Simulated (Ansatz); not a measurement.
# PrPd3: which shell does photoemission see at 21.2 and 150 eV? (LDA)

The valence band of PrPd3 mixes several shells. Work out by hand which one leads the spectrum's area at each photon energy.

Filled states come from the projected DOS of Ansatz 0.2.0 (LDA+U, plane waves); cross sections σ and asymmetry parameters β are those of free atoms in a Dirac–Hartree–Slater calculation. A shell's area is states × σ × angular factor, which is 1 + β·P₂(cos θ) for linear light, with θ = 30° from the polarisation and P₂ = 0.625.

**At 21.2 eV** (states counted from 11.2 eV below the zero; other shells add 0.15 to the products' sum of 87.8):

| shell | filled states a cell | cross section (Mb an electron) | β | angular factor | product | share by hand (%) | share in the simulated spectrum (%) |
| --- | --- | --- | --- | --- | --- | --- | --- |
| Pr 5p | 0.00 | 0 | 0.00 | 1.00 | 0 | 0 | 0 |
| Pr 5d | 2.92 | 2.67 | 0.74 | 1.46 | 11.4 | 13 | 13 |
| Pr 4f | 2.17 | 0.476 | 1.12 | 1.70 | 1.76 | 2 | 2 |
| Pd 4d | 27.88 | 2.72 | -0.03 | 0.98 | 74.5 | 85 | 85 |

**At 150 eV** (states counted from 19.5 eV below the zero; other shells add 0.015 to the products' sum of 2.72):

```
shell  filled states a cell  cross section (Mb an electron)      β  angular factor  product  share by hand (%)  share in the simulated spectrum (%)
Pr 5p                  5.81                          0.0307   0.20            1.13    0.201                  7                                    7
Pr 5d                  2.95                         0.00572  -0.60            0.62   0.0105                  0                                    0
Pr 4f                  2.17                           0.569   0.52            1.32     1.63                 60                                   60
Pd 4d                 28.00                           0.037  -0.27            0.83    0.864                 32                                   32
```

Pd 4d leads at 21.2 eV and Pr 4f at 150 eV. Between the two energies σ of Pd 4d changes by a factor 0.014 and that of Pr 4f by 1.2, so their ratio moves 88-fold in favour of the second. The simulated spectrum uses the same rule on the energy-resolved DOS, so the two share columns agree within a few points.

Only crystals where the two columns agree within 4 points and the lead is clear are worked in this form. Free-atom cross sections ignore the solid's final states, no escape depth or background enters, and the count of states a shell hangs on the projection.

[Logs are printed without paths, hosts, clocks, repeated set-up lines and the standing remarks that a program may print on its own settings, such as how far it seeks lower states.]
